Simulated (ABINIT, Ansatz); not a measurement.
**ZrSi3 (Pm-3m): zone-centre phonons**

Aim: the zone-centre modes of ZrSi3 (Pm-3m).

Method: DFT LDA, scalar-relativistic, plane waves, JTH PAW pseudopotentials, in ABINIT 10.8.3.

The structure was built from a prototype and need not be the compound's stable phase.

**1. Set-up**

The structure is cubic, space group Pm-3m (No. 221). Conventional cell: a = 3.929 Å, b = 3.929 Å, c = 3.929 Å, α = 90.00°, β = 90.00°, γ = 90.00°. Nearest to Zr lie 12 Si at 2.78 Å. Nearest to Si lie 8 Si at 2.78 Å and 4 Zr at 2.78 Å. Farther neighbours are not listed.

**2. Relaxation**

The harmonic expansion needs vanishing forces, and a free crystal bears no stress, so cell and atoms are brought to rest. Stress is more sensitive to the basis than forces are: the last 3 Ha under the cutoff are smoothed with ecutsm, and the cutoff is raised above that of the later runs.

The starting cell comes from a relaxation made beforehand in Ansatz (LDA, PAW).

The input, relax.abi:

```
# relaxation
ionmov 2
optcell 2
dilatmx 1.08
ntime 40
tolmxf 1.0d-05
tolvrs 1.0d-14
prtwf 0
prtden 0
chksymtnons 0

# basis, mesh and filling
ecut 24.0
ecutsm 3.0
pawecutdg 48.0
ngkpt 8 8 8
nshiftk 1
shiftk 0.0 0.0 0.0
istwfk *1
occopt 3
tsmear 0.01
nband 19
nstep 100
diemac 1000000.0
prtebands 0
prtgsr 0

# cell and atoms
acell 3*1.0 Angstrom
rprim 
    3.928615524 0.0 0.0
    0.0 3.928615524 0.0
    0.0 0.0 3.928615524
ntypat 2
znucl 40 14
natom 4
typat 1 2 2 2
xred 
    0.0 0.0 0.0
    0.0 0.5 0.5
    0.5 0.0 0.5
    0.5 0.5 0.0
pp_dirpath "./pseudo"
pseudos "Zr.xml, Si.xml"
```

Command:

```
OMP_NUM_THREADS=1 mpirun -n 4 abinit relax.abi > relax.log
```

Numbers of over 12 decimals in the logs are rounded to 6 here.

relax.abo, the main output file:

```text
[banners, grids, parts of the stress and lines that vanish by symmetry left out]
- input  file    -> relax.abi
- output file    -> relax.abo
- root for input  files -> relaxi
[...]
Symmetries : space group Pm -3 m (#221); Bravais cP (primitive cubic)
[...]
mpw =        2945          nfft =       46656          nkpt =          35
[...]
== DATASET  1 ==================================================================
[...]
cutoff_energies: {ecut:  24.0, pawecutdg:  48.0, }
[...]
ETOT  1  -59.700123234094    -5.970E+01 1.703E-01 1.035E+01
 ETOT  2  -59.783811431035    -8.369E-02 2.325E-02 1.670E+00
 ETOT  3  -59.783190943075     6.205E-04 1.595E-02 2.937E-01
 ETOT  4  -59.783092714629     9.823E-05 1.812E-03 7.417E-03
 ETOT  5  -59.783124216959    -3.150E-05 9.398E-04 7.302E-04
[...]
At SCF step   28       nres2   =  6.79E-16 < tolvrs=  1.00E-14 =>converged.
[...]
sigma(1 1)= -1.86325184E-05  sigma(3 2)=  0.00000000E+00
  sigma(2 2)= -1.86325184E-05  sigma(3 1)=  0.00000000E+00
  sigma(3 3)= -1.86325184E-05  sigma(2 1)=  0.00000000E+00
[...]
convergence: {deltae: -1.066E-13, res2:  6.793E-16, residm:  6.131E-05, diffor: null, }
etotal    :  -5.97831423E+01
[...]
ETOT  1  -59.783203954567    -5.978E+01 6.003E-05 1.529E-02
[...]
At SCF step   16       nres2   =  6.95E-16 < tolvrs=  1.00E-14 =>converged.
[...]
sigma(1 1)= -1.15375252E-05  sigma(3 2)=  0.00000000E+00
  sigma(2 2)= -1.15375252E-05  sigma(3 1)=  0.00000000E+00
  sigma(3 3)= -1.15375252E-05  sigma(2 1)=  0.00000000E+00
[...]
convergence: {deltae:  1.315E-12, res2:  6.951E-16, residm:  4.067E-06, diffor: null, }
etotal    :  -5.97831527E+01
[...]
ETOT  1  -59.783295960946    -5.978E+01 5.368E-06 4.053E-02
[...]
ETOT 15  -59.783159195806     4.903E-13 5.398E-07 2.051E-14
 ETOT 16  -59.783159195806     1.776E-13 1.788E-06 3.433E-15
 At SCF step   16       nres2   =  3.43E-15 < tolvrs=  1.00E-14 =>converged.
[...]
sigma(1 1)= -6.55033117E-08  sigma(3 2)=  0.00000000E+00
  sigma(2 2)= -6.55033117E-08  sigma(3 1)=  0.00000000E+00
  sigma(3 3)= -6.55033117E-08  sigma(2 1)=  0.00000000E+00
[...]
convergence: {deltae:  1.776E-13, res2:  3.433E-15, residm:  1.788E-06, diffor: null, }
etotal    :  -5.97831592E+01
[...]
At Broyd/MD step   3, gradients are converged :
[...]
sigma(1 1)= -6.55033117E-08  sigma(3 2)=  0.00000000E+00
  sigma(2 2)= -6.55033117E-08  sigma(3 1)=  0.00000000E+00
  sigma(3 3)= -6.55033117E-08  sigma(2 1)=  0.00000000E+00
[...]
- sigma(1 1)= -1.92717397E-03  sigma(3 2)=  0.00000000E+00
- sigma(2 2)= -1.92717397E-03  sigma(3 1)=  0.00000000E+00
- sigma(3 3)= -1.92717397E-03  sigma(2 1)=  0.00000000E+00
[...]
fcart     -0.0000000000E+00 -0.0000000000E+00 -0.0000000000E+00
           strten     -6.5503311740E-08 -6.5503311743E-08 -6.5503311745E-08
================================================================================

[key lines of the parts left out:]
pressure_GPa:   1.9272E-03
Total energy DC (eV): -1.21418777061096E+05
```

It took 88 s on 4 MPI ranks of Arm Neoverse V1, shared host; 5.8 min of CPU time.

The steps of the relaxation:

```
step  energy less that of the first step (eV)  largest force (eV/Å)  volume (Å³)
   1                                   0.0000                0.0000        60.63
   2                                  -0.0003                0.0000        60.74
   3                                  -0.0005                0.0000        60.90
```

```
conventional cell, symmetrised  before  after  change
                         a (Å)   3.929  3.934  +0.1 %
                         b (Å)   3.929  3.934  +0.1 %
                         c (Å)   3.929  3.934  +0.1 %
              volume (Å³/atom)   15.16  15.23  +0.4 %
```

The relaxed structure:

```xyz
4
Lattice="3.9344 0.0000 0.0000 0.0000 3.9344 0.0000 0.0000 0.0000 3.9344" Properties=species:S:1:pos:R:3 pbc="T T T"
Zr    0.0000    0.0000    0.0000
Si    0.0000    1.9672    1.9672
Si    1.9672    0.0000    1.9672
Si    1.9672    1.9672    0.0000
```

This step gave:

- volume per atom: 15.23 Å³
- pressure: 0.001927 GPa
- gap on the k-mesh: 0 eV

The volume changes by +0.4 % from the cell with which this run began.

**3. Self-consistent run for the response**

The response is built on these wavefunctions, so the potential is converged far more tightly than an energy would need. Occupations are smeared.

The input, gs.abi:

```
# ground state
tolvrs 1.0d-16
prtden 1
prtwf 1

# basis, mesh and filling
ecut 18.0
pawecutdg 36.0
ngkpt 8 8 8
nshiftk 1
shiftk 0.0 0.0 0.0
istwfk *1
occopt 3
tsmear 0.01
nband 19
nstep 100
diemac 1000000.0
prtebands 0
prtgsr 0

# cell and atoms
acell 3*1.0 Angstrom
rprim 
    3.934398331 0.0 0.0
    0.0 3.934398331 0.0
    0.0 0.0 3.934398331
ntypat 2
znucl 40 14
natom 4
typat 1 2 2 2
xred 
    0.0 0.0 0.0
    0.0 0.5 0.5
    0.5 0.0 0.5
    0.5 0.5 0.0
pp_dirpath "./pseudo"
pseudos "Zr.xml, Si.xml"
```

Command:

```
OMP_NUM_THREADS=1 mpirun -n 4 abinit gs.abi > gs.log
```

gs.abo, the main output file:

```text
[banners, grids, parts of the stress and lines that vanish by symmetry left out]
- input  file    -> gs.abi
- output file    -> gs.abo
- root for input  files -> gsi
[...]
Symmetries : space group Pm -3 m (#221); Bravais cP (primitive cubic)
[...]
mpw =        1516          nfft =       27000          nkpt =          35
[...]
== DATASET  1 ==================================================================
[...]
cutoff_energies: {ecut:  18.0, pawecutdg:  36.0, }
[...]
ETOT  1  -59.646140528017    -5.965E+01 2.652E-01 7.422E+00
 ETOT  2  -59.782905371146    -1.368E-01 3.766E-02 1.653E+00
 ETOT  3  -59.782847176692     5.819E-05 7.962E-03 3.520E-01
 ETOT  4  -59.782782917556     6.426E-05 2.639E-03 6.022E-03
 ETOT  5  -59.782814271930    -3.135E-05 1.231E-03 5.482E-04
[...]
ETOT 27  -59.782835882300     7.958E-13 6.820E-06 3.160E-15
 ETOT 28  -59.782835882300    -1.137E-13 1.080E-05 7.576E-17
 At SCF step   28       nres2   =  7.58E-17 < tolvrs=  1.00E-16 =>converged.
[...]
sigma(1 1)=  5.54758321E-07  sigma(3 2)=  0.00000000E+00
  sigma(2 2)=  5.54758321E-07  sigma(3 1)=  0.00000000E+00
  sigma(3 3)=  5.54758321E-07  sigma(2 1)=  0.00000000E+00
[...]
convergence: {deltae: -1.137E-13, res2:  7.576E-17, residm:  1.080E-05, diffor: null, }
etotal    :  -5.97828359E+01
[...]
sigma(1 1)=  5.54758321E-07  sigma(3 2)=  0.00000000E+00
  sigma(2 2)=  5.54758321E-07  sigma(3 1)=  0.00000000E+00
  sigma(3 3)=  5.54758321E-07  sigma(2 1)=  0.00000000E+00
[...]
- sigma(1 1)=  1.63215533E-02  sigma(3 2)=  0.00000000E+00
- sigma(2 2)=  1.63215533E-02  sigma(3 1)=  0.00000000E+00
- sigma(3 3)=  1.63215533E-02  sigma(2 1)=  0.00000000E+00
[...]
fcart     -0.0000000000E+00 -0.0000000000E+00 -0.0000000000E+00
           strten      5.5475832101E-07  5.5475832101E-07  5.5475832101E-07
================================================================================

[key lines of the parts left out:]
pressure_GPa:  -1.6322E-02
Total energy DC (eV): -1.21418768263287E+05
```

The job ended after 27 s (4 MPI ranks).

Read from the output:

- pressure: -0.01632 GPa

The cell stands at -0.016 GPa, close enough for phonons.

(Part 1 of 3 ends here.)

[Host names and launcher messages were left out of these logs when they were recorded.]

[Logs are printed without paths, hosts, clocks, repeated set-up lines and the standing remarks that a program may print on its own settings, such as how far it seeks lower states.]

[Hosts, paths, dates, database ids (printed as entryN), source tags and the programs' standing remarks are cut or masked in the printed files.]
